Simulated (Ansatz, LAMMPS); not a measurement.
# Charge trapping in glassy 58ZnO-42GeO2 (mol %) (104 atoms), part 4 of 4

Aim: add and remove one electron in glassy 58ZnO-42GeO2 (mol %) (104 atoms), with atoms held and relaxed, and read trapping energy and localisation.

Ansatz 0.2.0; Kohn-Sham DFT, LDA, PAW (set soft_2), plane waves.

The cell: 25 Zn, 18 Ge and 61 O. The quench rate of 200 K/ps far exceeds what a furnace or splat quench reaches. The network of bonds at the start is that of the classical potential that made the cell. Sampling is at Γ alone, for a cell whose shortest periodic width is 11 Å.

So far. Step 11 (An extra hole, levels at the relaxed geometry): The distance from O102 to O71 changes most, from 2.47 Å in the neutral cell to 2.41 Å.

### 11. An extra hole, levels at the relaxed geometry (continued)

Spin density in the ac plane at fractional y = 0.462, with atoms of Zn and Ge and O within 0.2 Å of it.

Ten even steps from '0' (-0.27 × 1e-2 e/Å³) to '9' (4.82 × 1e-2 e/Å³), each cell a mean:
```
00000000000000000000000000000000
00000000000000000000000000000000
00000000000000000000000000000000
00122000000000000000000000000000
00144320000000000000000000000000
00012520000100000000000000000000
00000001120110000000000000000000
00000012591000000000000000000000
00000000010000000000000000000000
00000000000000000014510000000000
00000100000000000016920000000000
00000000000000000001100000000000
00000000000000000000000000000000
00000000000000000000000000000000
00000000000000000000000000000000
00000000000000000000000000000000
00000000000000000000000000000000
00000000000000000000000000000000
00000000000000000000000000000000
00000000000000000000000000000000
00000000000000000000000000000000
00000000000000000000000000000000
00000000000000000000000000000000
00000000000000000000000000000000
```
Columns run along a (11.3 Å), rows up along c (11.3 Å). Atoms in or near the plane, at fractional coordinates: Zn at (0.93, 0.27), Zn at (0.44, 0.34), Ge at (0.13, 0.95), O at (0.18, 0.53), O at (0.64, 0.57), O at (0.58, 0.79), O at (0.61, 0.29).

### 12. Neutral at the geometry of the hole

The neutral cell at the new geometry gives the energy of that geometry without the charge.

input.yaml

```yaml
crystal:
  lattice:
    - [11.28964, 0.0, 0.0]
    - [0.0, 11.28964, 0.0]
    - [0.0, 0.0, 11.28964]
  atoms:
    - { symbol: Zn, position: [0.28839, 0.80692, 0.12805] }
    - { symbol: Zn, position: [0.86565, 0.56156, 0.04116] }
    - { symbol: Zn, position: [0.27057, 0.41293, 0.67728] }
    - { symbol: Zn, position: [0.29789, 0.94235, 0.87467] }
    - { symbol: Zn, position: [0.96388, 0.4905, 0.75162] }
    - { symbol: Zn, position: [0.39269, 0.25267, 0.49926] }
    [... 92 atom lines left out ...]
    - { symbol: O, position: [0.88245, 0.84612, 0.05491] }
    - { symbol: O, position: [0.85384, 0.38544, 0.66221] }
    - { symbol: O, position: [0.28671, 0.10424, 0.91026] }
    - { symbol: O, position: [0.42711, 0.37196, 0.61388] }
    - { symbol: O, position: [0.21671, 0.24756, 0.66839] }
    - { symbol: O, position: [0.23254, 0.57218, 0.00582] }
kpoints:
  mp_grid: { grid: [1, 1, 1] }
hamiltonian:
  xc: lda
scf:
  occupations: { method: fixed }
output:
  forces: true
  stress: true
  populations: true
  dos:
    method: { smearing: { sigma: 0.1 } }
    de: 0.1
    projected: { site_lists: { Ge: [Ge], O: [O], Zn: [Zn] } }
  eigenvalues: true
```

The run is started by

```
> ansatz run input.yaml --threads 4 --pin off --max-ram 8192MiB --backend cpu --events-out ev --progress --plain --runs-dir out
```

The program printed:

```text
[...]
Crystal: 104 atoms, lattice volume = 1438.932 Å³
Basis set: ecut = 420 eV, 28113 PW (Γ)
Bands: 563, of which v1, the nominal top of the filled ones, is band 459 counted from 1 (458 counted from 0)
Symmetry: 1 space group operations
[...]
k-points: 1
[...]
SCF iter   1: F=—  HF=-190905.789929 eV  |F-HF|=—  |Δ(HF+E_count)|=         —  Δρ=1.60e-2  dr2=3.34e0  ethr=1.77e-3  ⟨swp⟩=5.0  Hψ=1926  notcnv=0  defer=101
[...]
SCF iter  10: F=—  HF=-190904.826636 eV  |F-HF|=—  |Δ(HF+E_count)|=   8.63e-7  Δρ=9.08e-6  dr2=1.02e-6  ethr=1.97e-10  ⟨swp⟩=2.0  Hψ=925  notcnv=0  defer=97
SCF iter  11: F=-190904.826636 eV  HF=-190904.826635 eV  |F-HF|=1.02e-7  |Δ(HF+E_count)|=   1.54e-7  Δρ=1.84e-6  dr2=9.26e-8  ethr=1.09e-11  ⟨swp⟩=10.0  Hψ=2905  notcnv=0
SCF 1 converged in 11 iterations: F = -190904.826636 eV  dr2 = 9.26e-8
[...]
SCF converged after 11 iterations
Free energy (F): -190904.826636 eV
[...]
Internal energy: -190904.826636 eV  (E = F + TS)
E sigma→0 (E₀):  -190904.826636 eV
Fermi energy:    5.585502 eV
[...]
Σ components = -190904.826636   (vs F -190904.826636, Δ=0.00e0)
--- Forces (eV/Å), atoms counted from 1 ---
  atom   1  Zn     0.03847907    -0.00132914    -0.03658489
  atom   2  Zn     0.06816517    -0.00976832    -0.07435772
  atom   3  Zn     0.24050207     0.24030343    -0.19668216
  atom   4  Zn    -0.06721679    -0.20058156    -0.38427696
[...]
atom 104  O      0.04791712     0.02511478     0.13674922
  max |Σ_I F_I| component: 1.23e-4 eV/Å
--- Stress (GPa, compression-positive) ---
       -4.541913      -0.893666      -0.598304
       -0.893666      -2.828493      -0.995504
       -0.598304      -0.995504      -2.349244
  P = ⅓ Tr σ = -3.2399 GPa (-32.399 kbar)
--- Band table (eV) ---
[...]
--- Löwdin populations: 104 sites ---
  site symbol       q [e]
     0     Zn     10.5281
     1     Zn     10.5130
     2     Zn     10.5122
[...]
103      O      6.7246
  spilling = 0.007190 (of n_electrons = 918.000000)
```

Run time: 24 s. Hardware: 4 threads of Intel Xeon Platinum 8375C at 2.90GHz (Ice Lake), shared host; peak memory 2.3 GiB; 88 s of CPU time.

Neutral at the geometry of the hole: the energy stands 0.218 eV above that of the reference.

### 13. Energies and spread of the extra charge

Energies are differences within one cell and functional; the shift is the gain plus the neutral cell's energy at the new geometry, that is how much cheaper the vertical process becomes there. The spread is the participation number of the site moments (1/Σw², over the spin inside atomic spheres), with the atom that holds the largest share and the spin that the spheres hold in all.

| carrier | charged less neutral, atoms held (eV) | gain on relaxing (eV) | neutral cell at that geometry, less the reference (eV) | shift of the vertical energy (eV) | spread, atoms held | spread, relaxed |
| --- | --- | --- | --- | --- | --- | --- |
| electron | 6.102 | 0.012 | 0.009 | 0.021 | - | - |
| hole | -4.731 | 0.182 | 0.218 | 0.400 | 15; O102 14 % of 0.92 μB | 10; O102 20 % of 0.92 μB |

### 14. Findings

The extra electron gains 0.012 eV as the atoms relax: so small a gain shows no trapping at this level. The cell with the electron keeps a moment of only 0.00 μB where one unpaired electron should give 1 μB: the carrier is shared between both spins, which can hide trapping. The extra hole gains 0.18 eV as the atoms relax, and its spin goes from about 15 to 10 atoms: a partial localisation, with a modest gain. Adding the two vertical energies gives 1.37 eV, against a gap of 1.06 eV in the neutral cell. The zero of the potential cancels in this sum; the excess likely reflects the charging energy of carriers confined to few atoms or to a small cell, partly offset by their attraction to the background.

**Limits.** Single energies of charged cells hang on the program's zero of potential. In the spin-polarised runs the search for a state of lower energy was switched off. No distortion was seeded, so a trapped state behind a barrier can't be found. Semilocal functionals favour spread-out charges, so trapping can be missed. In the spin-polarised runs the search for a state of lower energy was switched off. The pressure of -3.3 GPa says that the cell would shrink at this level of theory. Charged cells carry a uniform background, with no correction for images.

The DFT runs together took 16 min of wall time.

[Long decimals in the printed logs are rounded to 6 places.]

[Logs are printed without paths, hosts, clocks, repeated set-up lines and the standing remarks that a program may print on its own settings, such as how far it seeks lower states.]

[Hosts, paths, dates, database ids (printed as entryN), source tags and the programs' standing remarks are cut or masked in the printed files.]
